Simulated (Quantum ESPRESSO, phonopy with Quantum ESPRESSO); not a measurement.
# NaI (Fm-3m): a volume series of phonon spectra

Which modes of NaI drive its thermal expansion?

Experimental results on record:
- volume expansion coefficient 135 1e-6/K near room temperature (given in “Descriptors for thermal expansion in solids”, 2017, arXiv:1701.03966)

Main program and level: Quantum ESPRESSO 7.5; DFT LDA, scalar-relativistic, plane waves, GBRV ultrasoft pseudopotentials.

This is a report of a sequence of runs, with most program output left out.

## Step 1: The starting structure

Symmetry: Fm-3m, No. 225, cubic system. The conventional cell has a = 6.473 Å, b = 6.473 Å, c = 6.473 Å, α = 90.00°, β = 90.00°, γ = 90.00°. Nearest to Na lie 6 I at 3.24 Å. I has 6 Na at 3.24 Å nearest. Farther neighbours and most contacts between anions are not listed.

## Step 2: A first coarse run

Before spending time, one coarse run tells the gap and the pressure of the starting cell.

Input file probe.in:

```
&control
   calculation = 'scf'
   prefix = 'x'
   outdir = './tmp'
   pseudo_dir = './pseudo'
   tprnfor = .true.
   tstress = .true.
   verbosity = 'high'
/
&system
   ibrav = 0
   nat = 2
   ntyp = 2
   ecutwfc = 34.0
   ecutrho = 204.0
   occupations = 'smearing'
   smearing = 'gaussian'
   degauss = 0.01
/
&electrons
   conv_thr = 1.0d-07
   mixing_beta = 0.7
   electron_maxstep = 100
/
ATOMIC_SPECIES
 Na     22.9898  Na.upf
 I     126.9045  I.upf
CELL_PARAMETERS angstrom
     0.000000000    3.236400000    3.236400000
     3.236400000    0.000000000    3.236400000
     3.236400000    3.236400000    0.000000000
ATOMIC_POSITIONS crystal
 Na     0.000000000   0.000000000   0.000000000
 I      0.500000000   0.500000000   0.500000000
K_POINTS automatic
 6 6 6 0 0 0
```

Launch:

```bash
OMP_NUM_THREADS=1 mpirun -n 8 pw.x -nk 8 -in probe.in > probe.out
```

Run time: 2.9 s. Hardware: 8 MPI ranks of AMD EPYC 7B13 (Zen 3), shared host; 21 s of CPU time.

This step gave:

| Quantity | Value |
| --- | --- |
| volume per atom | 33.90 Å³ |
| pressure | -1.976 GPa |
| gap on the k-mesh | 3.326 eV |

The start is under -2.0 GPa at this level and looks like an insulator or semiconductor on this mesh.

## Step 3: Finding the static equilibrium

The vibrations must be taken about the equilibrium of this functional, not about the starting cell, so the structure is relaxed.

Input file relax.in:

```
&control
   calculation = 'vc-relax'
   prefix = 'x'
   outdir = './tmp'
   pseudo_dir = './pseudo'
   tprnfor = .true.
   tstress = .true.
   forc_conv_thr = 2.0d-05
   etot_conv_thr = 1.0d-07
   nstep = 40
/
&system
   ibrav = 0
   nat = 2
   ntyp = 2
   ecutwfc = 34.0
   ecutrho = 204.0
   occupations = 'fixed'
   nbnd = 10
/
&electrons
   conv_thr = 1.0d-11
   mixing_beta = 0.7
   electron_maxstep = 100
/
&ions
/
&cell
   press_conv_thr = 0.1
/
ATOMIC_SPECIES
 Na     22.9898  Na.upf
 I     126.9045  I.upf
CELL_PARAMETERS angstrom
     0.000000000    3.236400000    3.236400000
     3.236400000    0.000000000    3.236400000
     3.236400000    3.236400000    0.000000000
ATOMIC_POSITIONS crystal
 Na     0.000000000   0.000000000   0.000000000
 I      0.500000000   0.500000000   0.500000000
K_POINTS automatic
 6 6 6 0 0 0
```

Launch:

```bash
OMP_NUM_THREADS=1 mpirun -n 8 pw.x -nk 8 -in relax.in > relax.out
```

The job ended after 8.9 s (8 MPI ranks).

Relaxation path:

```csv
step,energy less that of the first step (eV),largest force (eV/Å),volume (Å³)
1,0.0000,0.0000,67.80
2,-0.0081,0.0000,67.12
3,-0.0187,0.0000,66.10
4,-0.0310,0.0000,64.60
5,-0.0416,0.0000,62.39
6,-0.0430,0.0000,61.15
7,-0.0430,0.0000,61.23
8,-0.0430,0.0000,61.23
9,-0.0347,0.0000,61.23
```

| conventional cell, symmetrised | before | after | change |
| --- | --- | --- | --- |
| a (Å) | 6.473 | 6.257 | -3.3 % |
| b (Å) | 6.473 | 6.257 | -3.3 % |
| c (Å) | 6.473 | 6.257 | -3.3 % |
| volume (Å³/atom) | 33.90 | 30.61 | -9.7 % |

Final coordinates:

```xyz
2
Lattice="0.0000 3.1283 3.1283 3.1283 0.0000 3.1283 3.1283 3.1283 0.0000" Properties=species:S:1:pos:R:3 pbc="T T T"
Na    0.0000    0.0000    0.0000
I     3.1283    3.1283    3.1283
```

This step gave:

* volume per atom: 30.61 Å³
* pressure: -0.314 GPa
* gap on the k-mesh: 3.617 eV

After the last step pw.x solved the final cell once more on a basis chosen for it, which moves the energy without moving the atoms.

## Step 4: Self-consistent run

A tight ground state at this cell gives the energy of this member; its pressure is the stress at this cutoff, which can carry an offset from the finite basis.

Input file scf.in:

```
&control
   calculation = 'scf'
   prefix = 'x'
   outdir = './tmp'
   pseudo_dir = './pseudo'
   tprnfor = .true.
   tstress = .true.
/
&system
   ibrav = 0
   nat = 2
   ntyp = 2
   ecutwfc = 34.0
   ecutrho = 204.0
   occupations = 'fixed'
   nbnd = 10
/
&electrons
   conv_thr = 1.0d-12
   mixing_beta = 0.7
   electron_maxstep = 100
/
ATOMIC_SPECIES
 Na     22.9898  Na.upf
 I     126.9045  I.upf
CELL_PARAMETERS angstrom
     0.000000000    3.128250481    3.128250481
     3.128250481    0.000000000    3.128250481
     3.128250481    3.128250481    0.000000000
ATOMIC_POSITIONS crystal
 Na     0.000000000   0.000000000   0.000000000
 I      0.500000000   0.500000000   0.500000000
K_POINTS automatic
 6 6 6 0 0 0
```

Launch:

```bash
OMP_NUM_THREADS=1 mpirun -n 8 pw.x -nk 8 -in scf.in > scf.out
```

Run time: 2.7 s. Hardware: 8 MPI ranks; 20 s of CPU time.

On a basis chosen for the relaxed cell the pressure is -0.31 GPa; this rest, from the change of basis and mesh, shifts the reference volume slightly, and the fit over volumes finds the true minimum.

## Step 5: Zone-centre response

In a polar crystal the Born charges and ε∞ give the long-range dipole term that a finite supercell misses. They are those of this k-mesh and were not tested on a denser one; where the gap is small they converge slowly, and the LO modes with them.

Input file ph.in:

```
phonons
&inputph
   prefix = 'x'
   outdir = './tmp'
   fildyn = 'x.dyn'
   tr2_ph = 1.0d-18
   epsil = .true.
/
0.000000000 0.000000000 0.000000000
```

scf.in is that of step 4.

Launch:

```bash
OMP_NUM_THREADS=1 mpirun -n 8 ph.x -nk 8 -in ph.in > ph.out
```

Elapsed: 20 s, on 8 MPI ranks; 2.7 min of CPU time.

Numbers from this step:

* Γ frequencies: -10.53, -10.53, -10.53, 131.6, 131.6, 131.6 cm⁻¹ (negative: imaginary)
* Γ symmetry: T_1u G_15 G_4- I, T_1u G_15 G_4- I, T_1u G_15 G_4- I, T_1u G_15 G_4- I, T_1u G_15 G_4- I, T_1u G_15 G_4- I

ε∞:

```
3.68 0.00 0.00
0.00 3.68 0.00
0.00 0.00 3.68
```

Born charge (rows field, columns displacement), before the sum rule (e), principal values of the symmetric part by kind of site:

```
atom  atoms with these values    low  middle   high   mean
 Na1                        1   1.19    1.19   1.19   1.19
  I2                        1  -1.18   -1.18  -1.18  -1.18
```

In full for I2:

```
-1.18  0.00  0.00
 0.00 -1.18  0.00
 0.00  0.00 -1.18
```

The Born charges sum to zero within 0.012 e; the rest is removed before use. Acoustic frequencies in this log differ from zero by the error of the sum rule, which ph.x does not impose.

## Step 6: Forces on a displaced cell

One atom (for the harmonic constants) or a pair of atoms (for the cubic ones) is moved by a few hundredths of an ångström; the forces on all atoms give a column of force constants. The threshold is tight because the forces are small.

System of this step: NaI. The structure is orthorhombic, space group Imm2 (No. 44). Conventional cell: a = 8.848 Å, b = 12.513 Å, c = 8.848 Å, α = 90.00°, β = 90.00°, γ = 90.00°. Nearest to Na lie 6 I at 3.13 Å. Nearest to Na lie 6 I at 3.13 to 3.14 Å. Na has 6 I at 3.11 to 3.13 Å nearest. I has 6 Na at 3.11 to 3.14 Å nearest. Nearest to I lie 6 Na at 3.13 Å. Farther neighbours and most contacts between anions are not listed.

Input file disp-00002.in:

```
&control
   calculation = 'scf'
   prefix = 'x'
   outdir = './tmp'
   pseudo_dir = './pseudo'
   tprnfor = .true.
   disk_io = 'none'
/
&system
   ibrav = 0
   nat = 16
   ntyp = 2
   ecutwfc = 34.0
   ecutrho = 204.0
   occupations = 'fixed'
   nbnd = 66
/
&electrons
   conv_thr = 1.0d-11
   mixing_beta = 0.7
   electron_maxstep = 100
/
ATOMIC_SPECIES
 Na     22.9898  Na.upf
 I     126.9045  I.upf
CELL_PARAMETERS angstrom
     0.000000000    6.256500962    6.256500962
     6.256500962    0.000000000    6.256500962
     6.256500962    6.256500962    0.000000000
ATOMIC_POSITIONS crystal
 Na     0.000000000   0.000000000   0.000000000
 Na     0.500000000   0.000000000   0.000000000
 Na     0.000000000   0.500000000   0.000000000
 Na     0.500000000   0.500000000   0.000000000
 Na     0.000000000   0.000000000   0.500000000
 Na     0.500000000   0.000000000   0.500000000
 Na     0.000000000   0.500000000   0.500000000
 Na     0.500000000   0.500000000   0.500000000
 I      0.252260391   0.250000000   0.250000000
 I      0.750000000   0.250000000   0.250000000
 I      0.250000000   0.750000000   0.250000000
 I      0.750000000   0.750000000   0.250000000
 I      0.250000000   0.250000000   0.750000000
 I      0.750000000   0.250000000   0.750000000
 I      0.250000000   0.750000000   0.750000000
 I      0.750000000   0.750000000   0.750000000
K_POINTS automatic
 3 3 3 0 0 0
```

Launch:

```bash
OMP_NUM_THREADS=1 mpirun -n 4 pw.x -nk 4 -in disp-00002.in > disp-00002.out
```

Run time: 51 s. Hardware: 4 MPI ranks; 3.4 min of CPU time.

At this level the gap is 3.62 eV on the k-mesh of the self-consistent run, which can miss the band edges.

## Step 7: Forces on a displaced cell

disp-00001.in, as its differences from disp-00002.in of step 6:

```diff
@@ -30,3 +30,3 @@
 ATOMIC_POSITIONS crystal
- Na     0.000000000   0.000000000   0.000000000
+ Na     0.002260391   0.000000000   0.000000000
  Na     0.500000000   0.000000000   0.000000000
@@ -38,3 +38,3 @@
  Na     0.500000000   0.500000000   0.500000000
- I      0.252260391   0.250000000   0.250000000
+ I      0.250000000   0.250000000   0.250000000
  I      0.750000000   0.250000000   0.250000000
```

Launch:

```bash
OMP_NUM_THREADS=1 mpirun -n 4 pw.x -nk 4 -in disp-00001.in > disp-00001.out
```

It took 51 s on 4 MPI ranks.

## Step 8: Lattice dynamics at this volume, V/V0 1

This step: DFT LDA, scalar-relativistic, plane waves, GBRV ultrasoft pseudopotentials (phonopy with Quantum ESPRESSO 4.10.0 / 7.5).

The job ended after 51 s (8 threads).

This step gave:

- point group: m-3m
- highest frequency: 182.5 cm⁻¹
- Debye temperature from the second moment: 203 K
- lowest frequency on the path: 0 cm⁻¹
- zero-point energy: 0.03657 eV/cell
- Γ frequencies: 0, 0, 0, 132.6, 132.6, 132.6 cm⁻¹ (negative: imaginary)

Phonopy, LO-TO term from ph.x's tensors. The phonon branches at the labelled points (cm⁻¹):

| point | branch 1 | branch 2 | branch 3 | branch 4 | branch 5 | branch 6 |
| --- | --- | --- | --- | --- | --- | --- |
| Γ | 0 | 0 | 0 | 133 | 133 | 182 |
| halfway | 29 | 29 | 72 | 139 | 139 | 158 |
| X | 36 | 36 | 56 | 137 | 137 | 144 |
| halfway | 39 | 46 | 55 | 135 | 140 | 144 |
| U | 46 | 52 | 62 | 131 | 146 | 147 |
| jump to K | 46 | 52 | 62 | 131 | 146 | 147 |
| halfway | 33 | 52 | 67 | 122 | 143 | 173 |
| Γ | 0 | 0 | 0 | 133 | 133 | 182 |
| halfway | 40 | 40 | 57 | 130 | 130 | 182 |
| L | 57 | 57 | 81 | 127 | 127 | 182 |
| halfway | 53 | 54 | 73 | 128 | 136 | 165 |
| W | 47 | 47 | 66 | 134 | 144 | 144 |
| halfway | 40 | 53 | 54 | 136 | 140 | 144 |
| X | 36 | 36 | 56 | 137 | 137 | 144 |

Harmonic. Thermo, by row:

| T (K) | F_vib (meV/atom) | S (J/mol-atom/K) | C_V (J/mol-atom/K) |
| --- | --- | --- | --- |
| 0 | 18.28 | 0 | 0 |
| 50 | 16.37 | 9.986 | 13.84 |
| 100 | 7.89 | 22.15 | 20.68 |
| 150 | -6 | 31.02 | 22.84 |
| 200 | -23.89 | 37.72 | 23.72 |
| 250 | -44.87 | 43.07 | 24.14 |
| 300 | -68.36 | 47.49 | 24.38 |
| 350 | -93.98 | 51.26 | 24.52 |
| 400 | -121.4 | 54.54 | 24.62 |
| 450 | -150.4 | 57.45 | 24.69 |
| 500 | -180.9 | 60.05 | 24.73 |
| 550 | -212.6 | 62.41 | 24.77 |
| 600 | -245.6 | 64.57 | 24.8 |
| 650 | -279.5 | 66.55 | 24.82 |
| 700 | -314.5 | 68.39 | 24.83 |
| 750 | -350.4 | 70.11 | 24.85 |
| 800 | -387.1 | 71.71 | 24.86 |
| 850 | -424.7 | 73.22 | 24.87 |
| 900 | -463 | 74.64 | 24.87 |
| 950 | -502 | 75.98 | 24.88 |
| 1000 | -541.7 | 77.26 | 24.89 |

Phonopy on the run's constants, 15x15x15 mesh, Gaussian sigma 2.0 cm⁻¹. The modes by wavenumber; read off at these points; values in 1/cm⁻¹/cell:

```csv
wavenumber (cm⁻¹),I,Na
-5.0,8.5e-6,0
0.0,1.5e-4,2.6e-5
5.0,9.2e-5,1.5e-5
10.0,0.00126,2.2e-4
15.0,0.00204,3.4e-4
20.0,0.00507,8.3e-4
25.0,0.00895,0.00139
30.0,0.0165,0.00246
35.0,0.0329,0.00505
40.0,0.0525,0.00780
45.0,0.0615,0.00805
50.0,0.0732,0.00777
55.0,0.104,0.00651
60.0,0.0389,0.00236
65.0,0.0356,0.00238
70.0,0.0580,0.00265
72.4,0.0665,0.00252
75.0,0.0500,0.00145
80.0,0.00867,1.6e-4
85.0,2.3e-4,0
90.0,0,0
95.0,0,0
100.0,0,0
105.0,0,0
110.0,0,0
115.0,0,7.4e-5
120.0,2.5e-4,0.0116
125.0,0.00308,0.0672
128.6,0.00649,0.0872
130.0,0.00744,0.0860
135.0,0.0106,0.0827
139.1,0.0126,0.0837
140.0,0.0122,0.0804
145.0,0.00762,0.0507
150.0,0.00203,0.0234
155.0,0.00115,0.0250
160.0,7.1e-4,0.0226
165.0,6.5e-4,0.0232
170.0,9.2e-4,0.0283
175.0,0.00123,0.0265
180.0,0.00151,0.0223
185.0,1.8e-4,0.00205
190.0,0,7.7e-7
```

No LO-TO term. Modes at Γ, with each element's share of the kinetic energy:

| mode | frequency (cm⁻¹) | symmetry | Na % | I % |
| --- | --- | --- | --- | --- |
| 1 | 0.0 | T1u | 15 | 85 |
| 2 | 0.0 | T1u | 15 | 85 |
| 3 | 0.0 | T1u | 15 | 85 |
| 4 | 132.6 | T1u | 85 | 15 |
| 5 | 132.6 | T1u | 85 | 15 |
| 6 | 132.6 | T1u | 85 | 15 |

Displacements in mode 5 (132.6 cm⁻¹), the largest set to 1:
```
Na1  0.00  0.00  1.00
I2   0.00  0.00 -0.18
```

No mode is imaginary beyond numerical noise along the path.

The time given is that of the 2 pw.x runs on displaced cells behind this step.

The supercell is 7.2 Å across at its narrowest and was not tested against a larger one: only its own wavevectors are exact, and acoustic branches between them, with the entropy at low temperature, can be off.

## Step 9: Ground state at this cell, V/V0 1.02

This step: DFT LDA, scalar-relativistic, plane waves, GBRV ultrasoft pseudopotentials (Quantum ESPRESSO 7.5).

System of this step: NaI. It takes space group Fm-3m (No. 225, cubic). Conventional cell: a = 6.298 Å, b = 6.298 Å, c = 6.298 Å, α = 90.00°, β = 90.00°, γ = 90.00°. Nearest to Na lie 6 I at 3.15 Å. I has 6 Na at 3.15 Å nearest. Farther neighbours and most contacts between anions are not listed.

Changes to scf.in since step 5:

```diff
@@ -26,5 +26,5 @@
 CELL_PARAMETERS angstrom
-     0.000000000    3.128250481    3.128250481
-     3.128250481    0.000000000    3.128250481
-     3.128250481    3.128250481    0.000000000
+     0.000000000    3.148967975    3.148967975
+     3.148967975    0.000000000    3.148967975
+     3.148967975    3.148967975    0.000000000
 ATOMIC_POSITIONS crystal
```

Launch:

```bash
OMP_NUM_THREADS=1 mpirun -n 8 pw.x -nk 8 -in scf.in > scf.out
```

Wall time 2.5 s (8 MPI ranks); 18 s of CPU time.

At this level the gap is 3.56 eV on the k-mesh of the self-consistent run, which can miss the band edges.

## Step 10: Born charges and dielectric tensor

ph.in is that of step 5.

scf.in is that of step 9.

Launch:

```bash
OMP_NUM_THREADS=1 mpirun -n 8 ph.x -nk 8 -in ph.in > ph.out
```

The job ended after 20 s (8 MPI ranks; 2.6 min of CPU time).

ε∞:

```
3.65 0.00 0.00
0.00 3.65 0.00
0.00 0.00 3.65
```

The Born charges sum to zero within 0.013 e; the rest is removed before use. Acoustic frequencies in this log differ from zero by the error of the sum rule, which ph.x does not impose.

## Step 11: Forces on a displaced cell

System of this step: NaI. The structure is orthorhombic, space group Imm2 (No. 44). The conventional cell has a = 8.907 Å, b = 12.596 Å, c = 8.907 Å, α = 90.00°, β = 90.00°, γ = 90.00°. Nearest to Na lie 6 I at 3.13 to 3.16 Å. Nearest to Na lie 6 I at 3.15 Å. Nearest to I lie 6 Na at 3.15 Å. Farther neighbours and most contacts between anions are not listed.

Changes to disp-00001.in since step 7:

```diff
@@ -26,7 +26,7 @@
 CELL_PARAMETERS angstrom
-     0.000000000    6.256500962    6.256500962
-     6.256500962    0.000000000    6.256500962
-     6.256500962    6.256500962    0.000000000
+     0.000000000    6.297935951    6.297935951
+     6.297935951    0.000000000    6.297935951
+     6.297935951    6.297935951    0.000000000
 ATOMIC_POSITIONS crystal
- Na     0.002260391   0.000000000   0.000000000
+ Na     0.002245519   0.000000000   0.000000000
  Na     0.500000000   0.000000000   0.000000000
```

Launch:

```bash
OMP_NUM_THREADS=1 mpirun -n 4 pw.x -nk 4 -in disp-00001.in > disp-00001.out
```

Run time: 52 s. Hardware: 4 MPI ranks; 3.5 min of CPU time.

## Step 12: Lattice dynamics at this volume, V/V0 1.02

This step: DFT LDA, scalar-relativistic, plane waves, GBRV ultrasoft pseudopotentials (phonopy with Quantum ESPRESSO 4.10.0 / 7.5).

Run time: 52 s. Hardware: 8 threads.

No mode is imaginary beyond numerical noise along the path. The highest zone-centre mode (no LO–TO term) moved by -5.1 % for a volume change of +2.0 %.

The time given is that of the 2 pw.x runs on displaced cells behind this step.

## Step 13: Ground state at this cell, V/V0 0.98

This step: DFT LDA, scalar-relativistic, plane waves, GBRV ultrasoft pseudopotentials (Quantum ESPRESSO 7.5).

System of this step: NaI. Symmetry: Fm-3m, No. 225, cubic system. Conventional cell: a = 6.215 Å, b = 6.215 Å, c = 6.215 Å, α = 90.00°, β = 90.00°, γ = 90.00°. Na has 6 I at 3.11 Å nearest. Nearest to I lie 6 Na at 3.11 Å. Farther neighbours and most contacts between anions are not listed.

Changes to scf.in since step 10:

```diff
@@ -26,5 +26,5 @@
 CELL_PARAMETERS angstrom
-     0.000000000    3.148967975    3.148967975
-     3.148967975    0.000000000    3.148967975
-     3.148967975    3.148967975    0.000000000
+     0.000000000    3.107254879    3.107254879
+     3.107254879    0.000000000    3.107254879
+     3.107254879    3.107254879    0.000000000
 ATOMIC_POSITIONS crystal
```

Launch:

```bash
OMP_NUM_THREADS=1 mpirun -n 8 pw.x -nk 8 -in scf.in > scf.out
```

Wall time 2.5 s (8 MPI ranks); 18 s of CPU time.

The run ends at a pressure of 0.12 GPa.

## Step 14: Born charges and dielectric tensor

ph.in is that of step 10.

scf.in is that of step 13.

Launch:

```bash
OMP_NUM_THREADS=1 mpirun -n 8 ph.x -nk 8 -in ph.in > ph.out
```

Elapsed: 20 s, on 8 MPI ranks; 2.7 min of CPU time.

The Born charges sum to zero within 0.012 e; the rest is removed before use. Acoustic frequencies in this log differ from zero by the error of the sum rule, which ph.x does not impose.

## Step 15: Forces on a displaced cell

System of this step: NaI. Symmetry: Imm2, No. 44, orthorhombic system. The conventional cell has a = 8.789 Å, b = 12.429 Å, c = 8.789 Å, α = 90.00°, β = 90.00°, γ = 90.00°. Nearest to Na lie 6 I at 3.09 to 3.12 Å. Na has 6 I at 3.11 Å nearest. Nearest to Na lie 6 I at 3.11 Å. Nearest to I lie 6 Na at 3.11 Å. Farther neighbours and most contacts between anions are not listed.

Changes to disp-00001.in since step 11:

```diff
@@ -26,7 +26,7 @@
 CELL_PARAMETERS angstrom
-     0.000000000    6.297935951    6.297935951
-     6.297935951    0.000000000    6.297935951
-     6.297935951    6.297935951    0.000000000
+     0.000000000    6.214509757    6.214509757
+     6.214509757    0.000000000    6.214509757
+     6.214509757    6.214509757    0.000000000
 ATOMIC_POSITIONS crystal
- Na     0.002245519   0.000000000   0.000000000
+ Na     0.002275664   0.000000000   0.000000000
  Na     0.500000000   0.000000000   0.000000000
```

Launch:

```bash
OMP_NUM_THREADS=1 mpirun -n 4 pw.x -nk 4 -in disp-00001.in > disp-00001.out
```

The job ended after 52 s (4 MPI ranks; 3.4 min of CPU time).

## Step 16: Phonons, V/V0 0.98

This step: DFT LDA, scalar-relativistic, plane waves, GBRV ultrasoft pseudopotentials (phonopy with Quantum ESPRESSO 4.10.0 / 7.5).

Elapsed: 52 s, on 8 threads; 6.8 min of CPU time.

No mode is imaginary beyond numerical noise along the path. The highest zone-centre mode (no LO–TO term) moved by +5.4 % for a volume change of -2.0 %.

The time given is that of the 2 pw.x runs on displaced cells behind this step.

## Step 17: Self-consistent run, V/V0 1.04

This step: DFT LDA, scalar-relativistic, plane waves, GBRV ultrasoft pseudopotentials (Quantum ESPRESSO 7.5).

System of this step: NaI. The structure is cubic, space group Fm-3m (No. 225). The conventional cell has a = 6.339 Å, b = 6.339 Å, c = 6.339 Å, α = 90.00°, β = 90.00°, γ = 90.00°. Nearest to Na lie 6 I at 3.17 Å. Nearest to I lie 6 Na at 3.17 Å. Farther neighbours and most contacts between anions are not listed.

Changes to scf.in since step 14:

```diff
@@ -26,5 +26,5 @@
 CELL_PARAMETERS angstrom
-     0.000000000    3.107254879    3.107254879
-     3.107254879    0.000000000    3.107254879
-     3.107254879    3.107254879    0.000000000
+     0.000000000    3.169416392    3.169416392
+     3.169416392    0.000000000    3.169416392
+     3.169416392    3.169416392    0.000000000
 ATOMIC_POSITIONS crystal
```

Launch:

```bash
OMP_NUM_THREADS=1 mpirun -n 8 pw.x -nk 8 -in scf.in > scf.out
```

The job ended after 2.7 s (8 MPI ranks; 20 s of CPU time).

The run ends at a pressure of -1.07 GPa.

## Step 18: Zone-centre response

ph.in is that of step 14.

scf.in is that of step 17.

Launch:

```bash
OMP_NUM_THREADS=1 mpirun -n 8 ph.x -nk 8 -in ph.in > ph.out
```

It took 21 s on 8 MPI ranks; 2.8 min of CPU time.

The Born charges sum to zero within 0.014 e; the rest is removed before use. Acoustic frequencies in this log differ from zero by the error of the sum rule, which ph.x does not impose.

[end of part 1 of 2]

[Logs are printed without paths, hosts, clocks, repeated set-up lines and the standing remarks that a program may print on its own settings, such as how far it seeks lower states.]

[Hosts, paths, dates, database ids (printed as entryN), source tags and the programs' standing remarks are cut or masked in the printed files.]

[A step with changed settings may run another functional than the one named; its input shows which.]

[Of the runs on displaced cells, only some may be shown.]
